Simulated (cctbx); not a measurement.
# Lattice, Laue class and space group of a new crystal

Cell: a = 4.1470 Å, b = 4.1470 Å, c = 8.3280 Å, α = 90.00°, β = 90.00°, γ = 90.00°. Expected content of the cell: Re2 Te2 Y2.

The data are simulated with cctbx, not measured: Cu Kα, λ = 1.54184 Å, to d = 0.83 Å, 50 % of the full sphere, strongest reflection 5000 counts, noise from counting, a 4 % proportional error and a noise floor of 4 counts (s.d.); no absorption, some extinction.

Tests on the unmerged data give:

```text
473 reflections to d = 0.831 A
centring   violations  <I/sigma> of those
    A        167 of   218     12.1
    B        170 of   228     12.0
    C        153 of   212     10.9
    I        169 of   246     10.5
    R        232 of   315     11.2
    F        245 of   329     11.7
Laue class    unique    Rint  (classes that these axes allow; Friedel mates merged)
P -1              355   0.031
P 1 2/m 1         254   0.032
P 1 1 2/m         238   0.033
P 2/m 1 1         246   0.034
P m m m           165   0.036
P 4/m             135   0.039
P 4/m m m         102   0.041
space group    extra absences  I>4sigma  <I/sigma>
P 4 2 2                 0          0         -  acentric
P 4 21 2                6          0      -0.1  acentric
P 4 m m                 0          0         -  acentric
P -4 2 m                0          0         -  acentric
P -4 21 m               6          0      -0.1  acentric
P -4 m 2                0          0         -  acentric
P 4/m m m               0          0         -  centric
P 4/n m m :1           18          0      -0.1  centric
P 4/n m m :2           18          0      -0.1  centric
Wilson B = 0.73 A^2   <|E^2-1|> = 0.711 (0.968 centric, 0.736 acentric)   E^2>4: 0.0 %
shell (A)         n   <I/sigma>
 4.16 - 1.63     19     21.2
 1.63 - 1.31     14     18.0
 1.31 - 1.15     13     27.2
 1.15 - 1.04      9     32.6
 1.04 - 0.97     17     18.6
 0.97 - 0.91     11     19.3
 0.91 - 0.87     11     25.1
 0.87 - 0.83      8     13.7
```

Q: Read the symmetry from these tables.

Every centring test has many violations, so the lattice is primitive.

Rint stays low (0.031 to 0.041) up to P 4/m m m, the highest class in these axes.

9 settings pass the absence test. The most absences obeyed, 18, belong to P 4/n m m alone.

⟨|E²−1|⟩ = 0.711 leans to a non-centrosymmetric structure. Here that hint misleads: the statistic assumes many like atoms on general positions, and few, heavy or special-position atoms break it. The Wilson B of 0.73 Å² means U ≈ 0.0092 Å².

The true group is P4/nmm (no. 129, origin choice 1), Laue class 4/mmm, centrosymmetric. The tables fix it.

This is a model crystal, built by substitution and not relaxed, with assumed displacement parameters.

[Logs are printed without paths, hosts, clocks, repeated set-up lines and the standing remarks that a program may print on its own settings, such as how far it seeks lower states.]
